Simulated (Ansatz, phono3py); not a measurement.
## Scattering channels in GaN (P6_3mc), one at a time

Wanted: the sensitivity of κ of GaN to the choices of the transport step.

Measurements to reproduce:
- thermal conductivity 210 W/m/K near room temperature (given in “Combining the AFLOW GIBBS and Elastic Libraries to efficiently and robustly screen thermo-mechanical properties of solids”, 2017, arXiv:1611.05714)

Method: DFT LDA, scalar-relativistic, plane waves, PAW, in the first sound run; inputs show where later runs differ, in Ansatz 0.2.0 and phono3py 4.10.0.

The database entry behind the starting cell differs from later determinations by our own check (about 0.3 % short, ideal inner coordinate), so it need not match the best structure at ambient conditions.

## 1. Starting point

Symmetry: P6_3mc, No. 186, hexagonal system. Conventional cell: a = 3.152 Å, b = 3.152 Å, c = 5.138 Å, α = 90.00°, β = 90.00°, γ = 120.00°. Nearest to Ga lie 4 N at 1.93 Å. Nearest to N lie 4 Ga at 1.93 Å. Farther neighbours and most contacts between anions are not listed.

As a file:

```cif
data_structure
_symmetry_space_group_name_H-M 'P 1'
_symmetry_Int_Tables_number 1
_cell_length_a 3.1518
_cell_length_b 3.1518
_cell_length_c 5.1384
_cell_angle_alpha 90.000
_cell_angle_beta 90.000
_cell_angle_gamma 120.000
_cell_volume 44.21
loop_
_atom_site_label
_atom_site_type_symbol
_atom_site_fract_x
_atom_site_fract_y
_atom_site_fract_z
_atom_site_occupancy
Ga1 Ga 0.33333 0.66667 0.99930 1
Ga2 Ga 0.66667 0.33333 0.49930 1
N3 N 0.33333 0.66667 0.37570 1
N4 N 0.66667 0.33333 0.87570 1
```

## 2. The earlier run that gave the force constants

input.yaml

```yaml
crystal:
  lattice:
    - [3.1518084548, 0.0, 0.0]
    - [-1.5759042274, 2.7295461897, 0.0]
    - [0.0, 0.0, 5.1384146987]
  atoms:
    - { symbol: Ga, position: [0.3333333333, 0.6666666667, -0.0007033871] }
    - { symbol: Ga, position: [0.6666666667, 0.3333333333, 0.4992966129] }
    - { symbol: "N", position: [0.3333333333, 0.6666666667, 0.3757033871] }
    - { symbol: "N", position: [0.6666666667, 0.3333333333, 0.8757033871] }
kpoints:
  mp_grid: { grid: [9, 9, 4] }
hamiltonian:
  xc: lda
scf:
  occupations: { method: fixed }
output:
  eigenvalues: true
phonons:
  method: fd
  dielectric: true
  supercell: [3, 3, 2]
  temperatures: { t_max: 1000, t_step: 50 }
  qpath:
    path:
      - [[0.0, 0.0, 0.0], [0.5, 0.0, 0.0], [0.33333333, 0.33333333, 0.0], [0.0, 0.0, 0.0], [0.0, 0.0, 0.5], [0.5, 0.0, 0.5], [0.33333333, 0.33333333, 0.5], [0.0, 0.0, 0.5]]
      - [[0.5, 0.0, 0.5], [0.5, 0.0, 0.0]]
      - [[0.33333333, 0.33333333, 0.0], [0.33333333, 0.33333333, 0.5]]
    npoints: 10
  third_order: { supercell: [3, 3, 2], pair_cutoff: 3.848 }
  lattice_thermal_conductivity:
    qmesh: [19, 19, 9]
    temperatures: [100.0, 150.0, 200.0, 300.0, 400.0, 500.0, 600.0, 800.0]
    isotope_mass_variance:
      - { species: Ga, variance: 0.0001971 }
      - { species: "N", variance: 1.838e-05 }
```

Started as:

```console
> ansatz run input.yaml --threads 18 --pin off --max-ram 92160MiB --backend cuda --events-out ev --progress --plain --runs-dir out
```

Elapsed: 9.4 min, on 1 × NVIDIA GB200 with 18 threads of Arm Neoverse V2, shared host; peak memory 3.5 GiB.

Numbers from this step:

```
highest frequency            : 735 cm⁻¹
κ at 300 K (relaxation time) : 242.6 W/m/K
κ at 300 K (full solution)   : 255.3 W/m/K
dipole term                  : run
third-order blocks           : 1444
```

## 3. Relaxation-time solution

The base run: each mode relaxes on its own with natural isotopes, and rates are split into normal and umklapp parts.

This step: DFT LDA, scalar-relativistic, plane waves, PAW; phono3py on Ansatz's force constants (phono3py 4.10.0).

phono3py.yaml

```yaml
phono3py:
  version: "4.10.0"
  frequency_unit_conversion_factor: 15.633302
  symmetry_tolerance: 1.00000e-05

physical_unit:
  atomic_mass: "AMU"
  length: "angstrom"

space_group:
  type: "P6_3mc"
  number: 186
  Hall_symbol: "P 6c -2c"

primitive_matrix:
- [  1.000000000000000,  0.000000000000000,  0.000000000000000 ]
- [  0.000000000000000,  1.000000000000000,  0.000000000000000 ]
- [  0.000000000000000,  0.000000000000000,  1.000000000000000 ]

supercell_matrix:
- [   3,   0,   0 ]
- [   0,   3,   0 ]
- [   0,   0,   2 ]

# [primitive_cell block left out]
unit_cell:
  lattice:
  - [     3.151808454788812,     0.000000000000000,     0.000000000000000 ] # a
  - [    -1.575904227394406,     2.729546189709689,     0.000000000000000 ] # b
  - [     0.000000000000000,     0.000000000000000,     5.138414698700000 ] # c
  points:
  - symbol: Ga # 1
    coordinates: [  0.333333333333333,  0.666666666666667, -0.000703387100000 ]
    mass: 69.723000
    reduced_to: 1
  - symbol: Ga # 2
    coordinates: [  0.666666666666667,  0.333333333333333,  0.499296612900000 ]
    mass: 69.723000
    reduced_to: 2
  - symbol: N # 3
    coordinates: [  0.333333333333333,  0.666666666666667,  0.375703387100000 ]
    mass: 14.007000
    reduced_to: 3
  - symbol: N # 4
    coordinates: [  0.666666666666667,  0.333333333333333,  0.875703387100000 ]
    mass: 14.007000
    reduced_to: 4

# [supercell block left out]
phonon_supercell_matrix:
- [   3,   0,   0 ]
- [   0,   3,   0 ]
- [   0,   0,   2 ]

# [phonon_primitive_cell block left out]
# [phonon_supercell block left out]
nac:
  born_effective_charge:
  - # 1 (Ga)
    - [  2.587536988419629,  0.000000000000000,  0.000000000000000 ]
    - [  0.000000000000000,  2.587536988419629,  0.000000000000000 ]
    - [  0.000000000000000,  0.000000000000000,  2.723649571673839 ]
  - # 2 (Ga)
    - [  2.587536988419629,  0.000000000000000,  0.000000000000000 ]
    - [  0.000000000000000,  2.587536988419629,  0.000000000000000 ]
    - [  0.000000000000000,  0.000000000000000,  2.723649571673839 ]
  - # 3 (N)
    - [ -2.587536988419629,  0.000000000000000,  0.000000000000000 ]
    - [  0.000000000000000, -2.587536988419629,  0.000000000000000 ]
    - [  0.000000000000000,  0.000000000000000, -2.723649571673839 ]
  - # 4 (N)
    - [ -2.587536988419630,  0.000000000000000,  0.000000000000000 ]
    - [  0.000000000000000, -2.587536988419629,  0.000000000000000 ]
    - [  0.000000000000000,  0.000000000000000, -2.723649571673839 ]
  dielectric_constant:
    - [  5.628436089380903,  0.000000000000000,  0.000000000000000 ]
    - [  0.000000000000000,  5.628436089380902,  0.000000000000000 ]
    - [  0.000000000000000,  0.000000000000000,  5.800942814735906 ]
  unit_conversion_factor: 14.399645
```

Started as:

```console
> phono3py phono3py.yaml --mesh 19 19 9 --br --isotope --nu --ts 100 150 200 300 400 500 600 800
```

The log of the run:

```text
Rust backend (phonors) using rayon (8 threads).
Running in phono3py.load mode.
Spglib version 2.8.0
----------------------------- General settings -----------------------------
Run mode: conductivity-RTA
HDF5 data compression filter: gzip
Crystal structure was read from "phono3py.yaml".
Supercell (dim): [3 3 2]
Phonon supercell (dim-fc2): [3 3 2]
Primitive matrix:
  [1. 0. 0.]
  [0. 1. 0.]
  [0. 0. 1.]
Spacegroup: P6_3mc (186)
Use -v option to watch primitive cell, unit cell, and supercell structures.
NAC parameters were read from "phono3py.yaml".
fc3 was read from "fc3.hdf5".
fc2 was read from "fc2.hdf5".
----------------------------- Force constants ------------------------------
Max drift of fc3: 0.00050000 (xxy) 0.00050000 (xxy) 0.00050000 (xyx)
Max drift of fc2: 0.00040000 (yy) 0.00040000 (yy)
--------------------------- Calculation settings ---------------------------
Non-analytical term correction (NAC): True
NAC unit conversion factor:  14.39964
BZ integration: Tetrahedron-method
Temperature:  100.0  150.0  200.0  300.0  400.0 ... 800.0
Cutoff frequency: 0.01
Mesh sampling: [ 19 19 9 ]
Generating grid system ... [ 19 19 9 ]
fc3-r2q-transformation over three atoms: True
========================== Warning ==========================
 Phonon frequency of band index 2 at Gamma is calculated to be 0.029591.
 But this frequency is forced to be zero.
=============================================================
========================== Warning ==========================
 Phonon frequency of band index 3 at Gamma is calculated to be 0.034169.
 But this frequency is forced to be zero.
=============================================================
--------------------------- Phonon calculations ----------------------------
Use NAC by Gonze et al. (no real space sum in current implementation)
  PRB 50, 13035(R) (1994), PRB 55, 10355 (1997)
  G-cutoff distance: 1.17, Number of G-points: 313, Lambda: 0.29
Running harmonic phonon calculations...
-------------------- Lattice thermal conductivity (RTA) --------------------
Running heat capacity calculations...
Running velocity calculations...
Running isotope scattering calculations with tetrahedron method...
======================= Grid point 0 (1/200) =======================
q-point: ( 0.00  0.00  0.00)
Boundary mean free path (millimeter): 1000.000
Mass variance parameters: 1.97e-04 1.97e-04 1.84e-05 1.84e-05
Number of triplets: 200
Frequency     group velocity (x, y, z)     |gv|
  -0.000   (   0.000    0.000    0.000)    0.000
   0.030   (   0.000    0.000    0.000)    0.000
   0.034   (   0.000   -0.000   -0.000)    0.000
   4.192   (   0.000    0.000    0.000)    0.000
   4.192   (   0.000    0.000    0.000)    0.000
  10.070   (  -0.000    0.000   -0.000)    0.000
  16.145   (  -0.000   -0.000    0.000)    0.000
  16.809   (   0.000   -0.000   -0.000)    0.000
  16.809   (   0.000    0.000    0.000)    0.000
  17.084   (   0.000   -0.000    0.000)    0.000
  17.084   (   0.000    0.000    0.000)    0.000
  20.931   (   0.000   -0.000   -0.000)    0.000
======================= Grid point 1 (2/200) =======================
q-point: ( 0.05  0.00  0.00)
Boundary mean free path (millimeter): 1000.000
Mass variance parameters: 1.97e-04 1.97e-04 1.84e-05 1.84e-05
Number of triplets: 500
Frequency     group velocity (x, y, z)     |gv|
   0.665   (  38.651   22.315    0.000)   44.631
   0.722   (  32.084   18.524    0.000)   37.048
   1.455   (  60.993   35.214    0.000)   70.429
   4.227   (   3.201    1.848    0.000)    3.696
[...]
[197 grid points left out]
======================= Grid point 1639 (200/200) =======================
q-point: ( 0.32  0.32  0.44)
Boundary mean free path (millimeter): 1000.000
Mass variance parameters: 1.97e-04 1.97e-04 1.84e-05 1.84e-05
Number of triplets: 860
Frequency     group velocity (x, y, z)     |gv|
[...]
9.613   (  -0.091   -0.157    5.561)    5.564
   9.639   (  -1.303   -2.256    3.186)    4.116
  17.553   (   0.057    0.100   -2.345)    2.348
  17.591   (  -1.669   -2.890   -5.872)    6.754
  19.795   (   7.893   13.671    3.750)   16.225
  19.835   (   6.337   10.977   -0.115)   12.675
  20.177   (  -6.695  -11.597    6.692)   14.970
  20.334   (  -4.511   -7.814   -7.459)   11.706
=================== End of collection of collisions ===================
----------- Thermal conductivity (W/m-k) with tetrahedron method -----------
#  T(K)        xx         yy         zz         yz         xz         xy
  100.0     798.906    798.906    878.444      0.000      0.000     -0.000
  150.0     504.807    504.807    532.021      0.000      0.000     -0.000
  200.0     366.670    366.670    375.935      0.000      0.000     -0.000
  300.0     242.186    242.186    243.092      0.000      0.000     -0.000
  400.0     186.023    186.023    185.199      0.000      0.000     -0.000
  500.0     153.321    153.321    151.954      0.000      0.000     -0.000
  600.0     131.408    131.408    129.851     -0.000      0.000     -0.000
  800.0     103.228    103.228    101.609     -0.000      0.000     -0.000

Thermal conductivity related properties were written into
"kappa-m19199.hdf5".
Summary of calculation was written in "phono3py.yaml".
```

Elapsed: 44 s, on 8 threads of Arm Neoverse V1, shared host; peak memory 0.1 GiB.

Numbers from this step:

| Property | Result |
| --- | --- |
| κ at 300 K | 242.5 W/m/K |
| κ xx, yy, zz at 300 K | 242.2, 242.2, 243.1 W/m/K |
| normal share of three-phonon scattering at 300 K | 0.568 |

W/m/K. Kappa, by row:

```
T (K)     xx     yy     zz  yz  xz  xy
  100  798.9  798.9  878.4   0   0   0
  150  504.8  504.8    532   0   0   0
  200  366.7  366.7  375.9   0   0   0
  300  242.2  242.2  243.1   0   0   0
  400    186    186  185.2   0   0   0
  500  153.3  153.3    152   0   0   0
  600  131.4  131.4  129.9   0   0   0
  800  103.2  103.2  101.6   0   0   0
```

Lattice thermal conductivity against temperature:

```
temperature (K)  xx (W/m/K)  zz (W/m/K)
            100         799         878
            150         505         532
            200         367         376
            300         242         243
            400         186         185
            500         153         152
            600         131         130
            800         103         102
```

Mean scattering rate at 300 K against frequency:

```
frequency (THz)  normal (1/ps)  umklapp (1/ps)
           0.46        0.00129          5.6e-5
           1.38        0.00196          3.0e-4
           2.30        0.00434         0.00132
           3.22        0.00832         0.00478
           4.13         0.0133          0.0126
           5.05           0.01          0.0136
           5.97        0.00516         0.00409
           6.89         0.0161          0.0063
           7.81         0.0484          0.0328
           8.73         0.0727          0.0586
           9.65         0.0869           0.105
          10.57          0.118           0.163
          11.48              -               -
          12.40              -               -
          13.32              -               -
          14.24              -               -
          15.16              -               -
          16.08           1.14           0.106
          17.00          0.188          0.0893
          17.92         0.0669          0.0575
          18.84         0.0425          0.0611
          19.75         0.0173          0.0123
          20.67         0.0512          0.0274
          21.59          0.252          0.0493
```

The base value at 300 K is 242 W/(m K).

The lattice thermal conductivity is 242 W/m/K at 300 K (xx), going as T^-0.9 above 200 K; 243 W/m/K at 300 K (zz), going as T^-0.9 above 200 K.

## 4. Two programs, one set of constants

This step: DFT LDA, scalar-relativistic, plane waves, PAW (Ansatz 0.2.0).

Ansatz's figure includes its coherence part. Comparison, by row:

```
T (K)  Ansatz RTA (W/m/K)  phono3py RTA (W/m/K)  difference (%)
  100               825.9                 825.4           -0.06
  150                 514                 513.9           -0.03
  200               369.9                 369.8           -0.03
  300               242.6                 242.5           -0.05
  400               185.9                 185.7           -0.11
  500               153.1                 152.9           -0.13
  600               131.1                 130.9           -0.15
  800               102.9                 102.7           -0.23
```

## 5. Without isotopes, third order supercell 3×3×2, supercell 3×3×2

Leaving out the isotope term shows how much the natural mass disorder scatters.

This step: DFT LDA, scalar-relativistic, plane waves, PAW; phono3py on Ansatz's force constants (phono3py 4.10.0).

phono3py.yaml is that of step 3.

Started as:

```console
> phono3py phono3py.yaml --mesh 19 19 9 --br --ts 100 150 200 300 400 500 600 800
```

The log of the run:

```text
[banner, memory and clock lines left out]
Rust backend (phonors) using rayon (8 threads).
Running in phono3py.load mode.
Spglib version 2.8.0
----------------------------- General settings -----------------------------
Run mode: conductivity-RTA
HDF5 data compression filter: gzip
Crystal structure was read from "phono3py.yaml".
Supercell (dim): [3 3 2]
Phonon supercell (dim-fc2): [3 3 2]
Primitive matrix:
  [1. 0. 0.]
  [0. 1. 0.]
  [0. 0. 1.]
Spacegroup: P6_3mc (186)
Use -v option to watch primitive cell, unit cell, and supercell structures.
NAC parameters were read from "phono3py.yaml".
fc3 was read from "fc3.hdf5".
fc2 was read from "fc2.hdf5".
----------------------------- Force constants ------------------------------
Max drift of fc3: 0.00050000 (xxy) 0.00050000 (xxy) 0.00050000 (xyx)
Max drift of fc2: 0.00040000 (yy) 0.00040000 (yy)
--------------------------- Calculation settings ---------------------------
Non-analytical term correction (NAC): True
NAC unit conversion factor:  14.39964
BZ integration: Tetrahedron-method
Temperature:  100.0  150.0  200.0  300.0  400.0 ... 800.0
Cutoff frequency: 0.01
Mesh sampling: [ 19 19 9 ]
Generating grid system ... [ 19 19 9 ]
fc3-r2q-transformation over three atoms: True
========================== Warning ==========================
 Phonon frequency of band index 2 at Gamma is calculated to be 0.029591.
 But this frequency is forced to be zero.
========================== Warning ==========================
 Phonon frequency of band index 3 at Gamma is calculated to be 0.034169.
 But this frequency is forced to be zero.
--------------------------- Phonon calculations ----------------------------
  PRB 50, 13035(R) (1994), PRB 55, 10355 (1997)
  G-cutoff distance: 1.17, Number of G-points: 313, Lambda: 0.29
Running harmonic phonon calculations...
-------------------- Lattice thermal conductivity (RTA) --------------------
Running heat capacity calculations...
Running velocity calculations...
======================= Grid point 0 (1/200) =======================
q-point: ( 0.00  0.00  0.00)
Boundary mean free path (millimeter): 1000.000
Number of triplets: 200
Frequency     group velocity (x, y, z)     |gv|
  -0.000   (   0.000    0.000    0.000)    0.000
   0.030   (   0.000    0.000    0.000)    0.000
   0.034   (   0.000   -0.000   -0.000)    0.000
   4.192   (   0.000    0.000    0.000)    0.000
   4.192   (   0.000    0.000    0.000)    0.000
  10.070   (  -0.000    0.000   -0.000)    0.000
  16.145   (  -0.000   -0.000    0.000)    0.000
  16.809   (   0.000   -0.000   -0.000)    0.000
  16.809   (   0.000    0.000    0.000)    0.000
  17.084   (   0.000   -0.000    0.000)    0.000
  17.084   (   0.000    0.000    0.000)    0.000
  20.931   (   0.000   -0.000   -0.000)    0.000
======================= Grid point 1 (2/200) =======================
q-point: ( 0.05  0.00  0.00)
Boundary mean free path (millimeter): 1000.000
Number of triplets: 500
Frequency     group velocity (x, y, z)     |gv|
   0.665   (  38.651   22.315    0.000)   44.631
   0.722   (  32.084   18.524    0.000)   37.048
   1.455   (  60.993   35.214    0.000)   70.429
   4.227   (   3.201    1.848    0.000)    3.696
[...]
[197 grid points left out]
======================= Grid point 1639 (200/200) =======================
q-point: ( 0.32  0.32  0.44)
Boundary mean free path (millimeter): 1000.000
Number of triplets: 860
Frequency     group velocity (x, y, z)     |gv|
[...]
9.613   (  -0.091   -0.157    5.561)    5.564
   9.639   (  -1.303   -2.256    3.186)    4.116
  17.553   (   0.057    0.100   -2.345)    2.348
  17.591   (  -1.669   -2.890   -5.872)    6.754
  19.795   (   7.893   13.671    3.750)   16.225
  19.835   (   6.337   10.977   -0.115)   12.675
  20.177   (  -6.695  -11.597    6.692)   14.970
  20.334   (  -4.511   -7.814   -7.459)   11.706
=================== End of collection of collisions ===================
----------- Thermal conductivity (W/m-k) with tetrahedron method -----------
#  T(K)        xx         yy         zz         yz         xz         xy
  100.0    1498.784   1498.784   1581.680      0.000      0.000     -0.000
  150.0     886.929    886.929    904.971      0.000      0.000     -0.000
  200.0     618.371    618.371    617.548     -0.000      0.000     -0.000
  300.0     382.270    382.270    375.090     -0.000      0.000     -0.000
  400.0     277.851    277.851    270.826     -0.000      0.000     -0.000
  500.0     218.957    218.957    212.731     -0.000      0.000     -0.000
  600.0     180.965    180.965    175.501     -0.000      0.000     -0.000
  800.0     134.615    134.615    130.309     -0.000      0.000     -0.000

Thermal conductivity related properties were written into
"kappa-m19199.hdf5".
Summary of calculation was written in "phono3py.yaml".
```

It took 39 s on 8 threads; peak memory 0.1 GiB.

Numbers from this step:

```
κ at 300 K            : 379.9 W/m/K
κ xx, yy, zz at 300 K : 382.3, 382.3, 375.1 W/m/K
```

W/m/K. Kappa, by row:

```csv
T (K),xx,yy,zz,yz,xz,xy
100,1499,1499,1582,0,0,0
150,886.9,886.9,905,0,0,0
200,618.4,618.4,617.5,0,0,0
300,382.3,382.3,375.1,0,0,0
400,277.9,277.9,270.8,0,0,0
500,219,219,212.7,0,0,0
600,181,181,175.5,0,0,0
800,134.6,134.6,130.3,0,0,0
```

κ at 300 K goes from 242 in the base run to 380 W/(m K).

(Continued in part 2 of 5.)

[Logs are printed without paths, hosts, clocks, repeated set-up lines and the standing remarks that a program may print on its own settings, such as how far it seeks lower states.]

[Hosts, paths, dates, database ids (printed as entryN), source tags and the programs' standing remarks are cut or masked in the printed files.]

[A step with changed settings may run another functional than the one named; its input shows which.]

[Pressures of single members of a volume series are the stress at the run's cutoff; with an incomplete basis they can lie off −dE/dV of the same runs, and they are not shown converged.]
